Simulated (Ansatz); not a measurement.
# Moving the knobs of a GW run on Cs2AgBiBr6 (Fm-3m)

A base run on Cs2AgBiBr6 (Fm-3m), then changed inputs.

Calculated with Ansatz 0.2.0; G0W0 on PBE, plane waves, PAW; PAW set soft_1.

In doubt: one-shot GW on d or f shells is unsure, so the values of those runs are not to be relied on.

## Step 1: Starting point

The structure is cubic, space group Fm-3m (No. 225). Conventional cell: a = 11.488 Å, b = 11.488 Å, c = 11.488 Å, α = 90.00°, β = 90.00°, γ = 90.00°. Cs has 12 Br at 4.06 Å nearest. Nearest to Ag lie 6 Br at 2.86 Å. Nearest to Bi lie 6 Br at 2.88 Å. Nearest to Br lie 1 Ag at 2.86 Å and 1 Bi at 2.88 Å and 4 Cs at 4.06 Å. Farther neighbours and most contacts between anions are not listed.

The cell and positions are those that the Materials Project relaxed with its own functionals (PBE, PBE+U or r2SCAN), kept fixed. Spin-orbit coupling is left out unless a step names it.

## Step 2: The base run: 2×2×2 mesh, 461 empty bands, screening to 66 eV, PAW set soft_1 files

Now the one-shot GW correction: screening in the RPA, then the self-energy of the levels asked for. This step takes PAW set soft_1 files.

The input, input.yaml:

```yaml
crystal:
  lattice:
    - [0.0, 5.744148, 5.744148]
    - [5.744148, 0.0, 5.744148]
    - [5.744148, 5.744148, 0.0]
  atoms:
    - { symbol: Cs, position: [0.75, 0.75, 0.75] }
    - { symbol: Cs, position: [0.25, 0.25, 0.25] }
    - { symbol: Ag, position: [0.5, 0.5, 0.5] }
    - { symbol: Bi, position: [0.0, 0.0, 0.0] }
    - { symbol: Br, position: [0.749194, 0.250806, 0.250806] }
    - { symbol: Br, position: [0.250806, 0.250806, 0.749194] }
    - { symbol: Br, position: [0.250806, 0.749194, 0.749194] }
    - { symbol: Br, position: [0.250806, 0.749194, 0.250806] }
    - { symbol: Br, position: [0.749194, 0.250806, 0.749194] }
    - { symbol: Br, position: [0.749194, 0.749194, 0.250806] }
kpoints:
  mp_grid: { grid: [2, 2, 2] }
hamiltonian:
  xc: pbe
  pseudopotentials: { kind: paw, azcp: { folder: soft_1 } }
scf:
  occupations: { method: fixed }
gw:
  n_empty_bands: 461
  ecut_chi: 66
  qp_bands: [v3, c3]
  qp_kpoints: band_edges
  screening: { model: contour_deformation }
```

Started as:

```sh
ansatz run input.yaml --threads 3 --pin off --max-ram 92160MiB --backend cuda --events-out ev --progress --plain --runs-dir out --devices 1 --max-vram 13GiB
```

Numbers of over 12 decimals in the logs are rounded to 6 here.

What it wrote:

```text
GPUs: using 1 of 1 available (devices: 1).
Engine: ansatz 0.2.0, x86_64-unknown-linux-gnu
Pseudopotentials: kind: paw
Pseudopotential: Cs, paw, valence charge 9, recommended cutoff 420 eV (normal), soft_1/Cs.paw.azcp
Pseudopotential: Ag, paw, valence charge 19, recommended cutoff 420 eV (normal), soft_1/Ag.paw.azcp
Pseudopotential: Bi, paw, valence charge 15, recommended cutoff 420 eV (normal), soft_1/Bi.paw.azcp
Pseudopotential: Br, paw, valence charge 7, recommended cutoff 420 eV (normal), soft_1/Br.paw.azcp
Functional definition: PBE
  parameter kappa = 0.804
  parameter beta = 0.066725
  exchange = pbe_x(kappa = kappa, mu = beta*pi^2/3)
  correlation = pbe_c(beta = beta)
device memory: the entry about to start is reckoned to put 4.5 GiB on a device that reports 60.5 GiB free (of which the cap on the GPU budget leaves the run 13.0 GiB)
GPU FFT provider: cuFFT
GPU libraries: cuBLAS 13.8.2, cuFFT 12.4.0, cuSOLVER 12.3.4
Crystal: 10 atoms, lattice volume = 379.059 Å³
Basis set: ecut = 420 eV, 7391 PW (Γ)
Bands: 57, of which v1, the nominal top of the filled ones, is band 47 counted from 1 (46 counted from 0)
Symmetry: 48 space group operations
Space group: Fm-3m (ITA 225), of the structure as read, at distance tolerance 7.2e-5 Å
k-points: 3 of 8
Non-local potential: Cs, projectors of the file, l = 0: 3, l = 1: 2, l = 2: 2, l = 3: 2
Non-local potential: Ag, projectors of the file, l = 0: 3, l = 1: 2, l = 2: 2, l = 3: 1
Non-local potential: Bi, projectors of the file, l = 0: 2, l = 1: 2, l = 2: 2, l = 3: 1
Non-local potential: Br, projectors of the file, l = 0: 2, l = 1: 2, l = 2: 2
PAW form: soft (Blöchl's): semilocal exchange-correlation on the pseudo side does not see the compensation charge
PAW one-centre angular grid: Cs, 194 points (default); XC on 64 Gauss nodes
PAW one-centre angular grid: Ag, 590 points (default); XC on 64 Gauss nodes
PAW one-centre angular grid: Bi, 590 points (default); XC on 64 Gauss nodes
PAW one-centre angular grid: Br, 110 points (default); XC on 64 Gauss nodes
Initial density: superposition of atomic densities (chi_scale 0.1, normalization cell, long waves kept (reshape's long-wave potential 0.00 eV rms))
Initial wavefunctions: pseudopotential atomic-orbital guess
GPU buffer pool allocated for 216000 grid points (all kernels)
GPU transforms: local potential and band sums: pruned to the plane-wave sphere, on 54×60×60
Functional: x = pbe(κ = 0.804, μ = 0.219515), c = pbe(β = 0.066725)
SCF iter   1: F=—  HF=-48044.532297 eV  |F-HF|=—  |Δ(HF+E_count)|=         —  Δρ=2.81e-2  dr2=6.00e0  ethr=3.10e-3  ⟨swp⟩=5.0  Hψ=571  notcnv=0  defer=17
preconditioner: auto → Resta (q_TF=auto, 2.163 Å⁻¹)  ε∞=3.7  [insulator: Δε(μ)=1.520 eV  Ē_g=9.863 eV  n_scr=58 (ndim 8)  ℏωp=16.2 eV  f_vac=0.014  ε∞_Penn≈3.7]
[...]
E_paw        = -38620.703669  (= ΣΔE_a)
  E_vpaw       = -838.499854  (= ΣTr[D̂ρ^β])
  E_aug_tail   = 0.000597  (compensation charges beyond the density's cutoff)
  E_ewald      = -5460.712800
  E_smearing   = -0.000000  (= −TS)
  E_closure    = 0.000000  (closes the sum)
  Σ components = -48042.114648   (vs F -48042.114648, Δ=0.00e0)
--- Band table (eV) ---
  k-point 0: bands = [... 43 lower, 2.6154, 2.6154, 3.0315, 3.0315, 5.9258, 5.9258, 5.9258, 7.2895, ... 6 higher]
  k-point 1: bands = [... 43 lower, 2.3447, 2.3487, 2.5426, 2.5426, 4.9033, 7.1273, 7.1273, 8.6309, ... 6 higher]
  k-point 2: bands = [... 43 lower, 2.2819, 2.6014, 3.0268, 3.5903, 6.3527, 6.3527, 6.6682, 7.8291, ... 6 higher]
--- G₀W₀: contour deformation, 7 samples at zero and on the imaginary axis and 1 off it, 8 q-points, 461 empty bands' worth ---
  eigenvalues of the whole cell's RPA ε∞ on this k-mesh (on a slab, of 1 + 4πα/V) = 5.5477, 5.5477, 5.5477; static W/v taken at q = 0 is 0.180254
  band pass: the eigensolver left bands unlocked in 1 slot; of largest residual, k=1: 1 band unlocked, the lowest band 512 (counted from 1), max residual 8.94e-5 eV over all its bands; `*` marks the rows of those k-points, and any row can be off: every row's sums read bands of every k-point
  bands read: the sum over 508 bands ends inside a degenerate multiplet in 1 slot, whose members it reads at an even weight; the widest, k=2: bands 508 to 509 (counted from 1) at 1/2 each
  gw.qp_kpoints: band_edges: 3 of 3 stored k-points solved, in 1 pass; an edge of the gap read off the rows below is read off those points alone
    ik  band        ε_KS         Σx   Σc(E_QP)       V_xc       Z   E_QP_lin       E_QP  E_QP is
     0    45      2.6154   -19.7616     3.0330   -15.9032  0.7381     1.7691     1.7900  root
     0    46      3.0315   -26.1968     3.4577   -22.2084  0.7367     2.4934     2.5009  root
     0    47      3.0315   -26.1968     3.4577   -22.2084  0.7367     2.4934     2.5009  root
     0    48      5.9258    -9.4843    -3.2263   -13.2598  0.7712     6.4819     6.4750  root
     0    49      5.9258    -9.4843    -3.2263   -13.2598  0.7712     6.4819     6.4750  root
     0    50      5.9258    -9.4843    -3.2263   -13.2598  0.7712     6.4819     6.4750  root
     1    45      2.3487   -18.6836     2.1383   -16.0072  0.7463     1.8028     1.8106  root *
     1    46      2.5426   -22.4643     3.3287   -18.4236  0.7316     1.8148     1.8306  root *
     1    47      2.5426   -22.4643     3.3287   -18.4236  0.7316     1.8148     1.8306  root *
     1    48      4.9033    -9.5760    -3.2565   -13.3582  0.7767     5.4343     5.4290  root *
     1    49      7.1273   -12.3613    -3.1867   -16.2657  0.7258     7.8011     7.8450  root *
     1    50      7.1273   -12.3613    -3.1867   -16.2657  0.7258     7.8011     7.8450  root *
     2    45      2.6014   -19.7100     3.0273   -15.8566  0.7381     1.7542     1.7752  root
     2    46      3.0268   -26.2044     3.4630   -22.2097  0.7364     2.4875     2.4951  root
     2    47      3.5903   -24.2256     2.6813   -21.1345  0.7504     3.1767     3.1805  root
     2    48      6.3527   -10.3402    -3.2889   -14.2409  0.7612     6.9746     6.9643  root
     2    49      6.3527   -10.3402    -3.2889   -14.2409  0.7612     6.9746     6.9643  root
     2    50      6.6682   -10.8326    -3.3694   -14.8577  0.7528     7.3380     7.3239  root
[key lines of the parts left out:]
SCF converged after 9 iterations
Free energy (F): -48042.114648 eV
Fermi energy:    3.590328 eV
```

Elapsed: 10 s, on 1 × NVIDIA H100 80GB HBM3 (shared by 6 runs) with 3 threads of AMD EPYC 7R13 (Zen 3), shared host; peak memory 1.6 GiB; 13 s of CPU time.

The column dr2 measures how far the density is from self-consistency, as an energy; F and HF (Harris–Foulkes) agree once it is small.

This step gave:

```yaml
bands_summed: 508
rpa_eps_infinity_on_this_mesh_eigenvalues: 5.548, 5.548, 5.548
plane_waves_in_the_screening_matrix: 459
q_points_in_the_mesh: 8
g0w0_gap_on_the_mesh: 2.248 eV
k_of_the_valence_top: 0, -0.5, -0.5
k_of_the_conduction_bottom: 0, 0, -0.5
starting_gap_on_the_mesh: 1.313 eV
z_at_the_valence_top: 0.7504
z_at_the_conduction_bottom: 0.7767
least_direct_g0w0_gap_on_the_computed_points: 3.598 eV
```

The gap on the mesh goes from 1.31 eV to 2.25 eV, a correction of +0.94 eV. Between the two edge states, bare exchange in place of the xc potential would open the gap by 6.87 eV, and correlation takes back 5.94 eV.

## Step 3: Variant: static remainder

This step: G0W0 on PBE, plane waves, norm-conserving pseudopotentials.

input.yaml, as its differences from that of step 2:

```diff
@@ -20,3 +20,3 @@
   xc: pbe
-  pseudopotentials: { kind: paw, azcp: { folder: soft_1 } }
+  pseudopotentials: { kind: nc }
 scf:
@@ -24,4 +24,4 @@
 gw:
-  n_empty_bands: 461
-  ecut_chi: 66
+  n_empty_bands: 400
+  ecut_chi: 100
   qp_bands: [v3, c3]
@@ -29 +29,2 @@
   screening: { model: contour_deformation }
+  static_remainder: true
```

What it wrote:

```text
Warning: gw takes pair_densities: pseudo, which can misplace gaps by tens of per cent, since gw.static_remainder lacks the terms of the atoms
GPUs: using 1 of 1 available (devices: 1).
[...]
GPU FFT provider: cuFFT
GPU libraries: cuBLAS 13.8.2, cuFFT 12.4.0, cuSOLVER 12.3.4
Crystal: 10 atoms, lattice volume = 379.059 Å³
Basis set: ecut = 960 eV, 25605 PW (Γ)
Bands: 57, of which v1, the nominal top of the filled ones, is band 47 counted from 1 (46 counted from 0)
[... 1 set-up line as in the run before ...]
[...]
k-points: 3 of 8
[...]
GPU buffer pool allocated for 729000 grid points (all kernels)
[...]
SCF iter   1: F=—  HF=-10923.723918 eV  |F-HF|=—  |Δ(HF+E_count)|=         —  Δρ=2.80e-2  dr2=6.13e0  ethr=3.10e-3  ⟨swp⟩=5.7  Hψ=604  notcnv=0  defer=19
[...]
SCF iter   9: F=-10921.153948 eV  HF=-10921.153948 eV  |F-HF|=1.03e-8  |Δ(HF+E_count)|=   3.57e-7  Δρ=1.28e-6  dr2=6.16e-9  ethr=1.06e-10  ⟨swp⟩=18.3  Hψ=987  notcnv=0
SCF 1 converged in 9 iterations: F = -10921.153948 eV  dr2 = 6.16e-9
[...]
NSCF: frozen V_eff on 3 k-points
[...]
G₀W₀ screening: q 1/3
[... further progress lines ...]
[...]
SCF converged after 9 iterations
Free energy (F): -10921.153948 eV
[...]
Internal energy: -10921.153948 eV  (E = F + TS)
E sigma→0 (E₀):  -10921.153948 eV
Fermi energy:    3.604778 eV
[...]
--- Band table (eV) ---
  k-point 0: bands = [... 43 lower, 2.6378, 2.6378, 3.0476, 3.0476, 5.9369, 5.9369, 5.9369, 7.3086, ... 6 higher]
  k-point 1: bands = [... 43 lower, 2.3642, 2.3669, 2.5621, 2.5621, 4.9168, 7.1349, 7.1349, 8.6523, ... 6 higher]
  k-point 2: bands = [... 43 lower, 2.3025, 2.6239, 3.0428, 3.6048, 6.3621, 6.3621, 6.6761, 7.8490, ... 6 higher]
[...]
static-remainder magnitude (band-truncation diagnostic): 0.7857 eV
[...]
0    45      2.6378   -16.7713     2.7626   -12.9100  0.7355     1.4995     1.5391  root
     0    46      3.0476   -22.1403     3.0523   -18.1947  0.7338     2.1309     2.1543  root
     0    47      3.0476   -22.1403     3.0523   -18.1947  0.7338     2.1309     2.1543  root
     0    48      5.9369    -7.7672    -3.0622   -10.8943  0.7694     6.0020     6.0019  root
     0    49      5.9369    -7.7672    -3.0622   -10.8943  0.7694     6.0020     6.0019  root
     0    50      5.9369    -7.7672    -3.0622   -10.8943  0.7694     6.0020     6.0019  root
     1    45      2.3669   -16.5762     2.8395   -12.6223  0.7318     1.2084     1.2525  root
     1    46      2.5621   -19.1861     3.0526   -15.0968  0.7288     1.4914     1.5254  root
[...]
2    47      3.6048   -20.3151     2.2933   -17.1277  0.7471     2.6906     2.7107  root
     2    48      6.3621    -8.3846    -3.1048   -11.5587  0.7592     6.4315     6.4314  root
     2    49      6.3621    -8.3846    -3.1048   -11.5587  0.7592     6.4315     6.4314  root
     2    50      6.6761    -8.7191    -3.1662   -11.9611  0.7506     6.7520     6.7518  root
```

Elapsed: 14 s, on 1 × NVIDIA H100 80GB HBM3 (shared by 6 runs) with 3 threads; peak memory 2.2 GiB; 15 s of CPU time.

Against the base:

```csv
setting,base,variant
files,PAW set soft_1,norm-conserving
empty bands,461,400
screening cutoff (eV),66,100
static remainder,-,true
```

```csv
quantity,variant,base
starting gap on the mesh,1.312,1.313
G0W0 gap on the mesh,2.268,2.248
least direct G0W0 gap on the computed points,3.453,3.598
Z at the valence top,0.747,0.750
Z at the conduction bottom,0.775,0.777
```

## Step 4: Summary of results

| Property | Result |
| --- | --- |
| base | 2.25 eV, 10 s |
| static remainder | 2.27 eV, 14 s |

**Reading.** Static remainder: the gap moves by +0.02 eV (the plane-wave cutoff goes from 420 to 960 eV); such settings are too crude to quote. The variant differs from the base in files, empty bands, screening cutoff and static remainder together, so the change can't be laid to one of them. This option needs pseudo pair densities, which the log warns can misplace gaps. All runs here use a coarse mesh and modest cutoffs; they test settings and are not final values. The 2×2×2 mesh is coarse for this cell (its supercell is 16 Å along the shortest edge). The RPA ε∞ on it, from the PBE start, is 5.55; such meshes misread the long-range screening, most where the gap is narrow. Where an edge is built on 6p states of lead, bismuth or thallium, scalar-relativistic gaps usually stand too wide, by a few tenths to over one eV. A d shell, filled or nearly so, lies near the gap. One-shot GW converges very slowly in bands there, not always from below, and on a semilocal start the gap tends to come out low; starts rich in exact exchange can overshoot instead. The many-body steps are scalar-relativistic: spin-orbit coupling is not in them.

[Paths, hosts, dates, memory and timing lines, banners, echoed tables and standing remarks are left out of the program output.]

[Logs are printed without paths, hosts, clocks, repeated set-up lines and the standing remarks that a program may print on its own settings, such as how far it seeks lower states.]

[Runs of the session that timed out or met a known fault of the program may be left out.]

[Cells called generated may have been cut or substituted from an entry of the Crystallography Open Database or the Materials Project.]

[Hosts, paths, dates, database ids (printed as entryN), source tags and the programs' standing remarks are cut or masked in the printed files.]
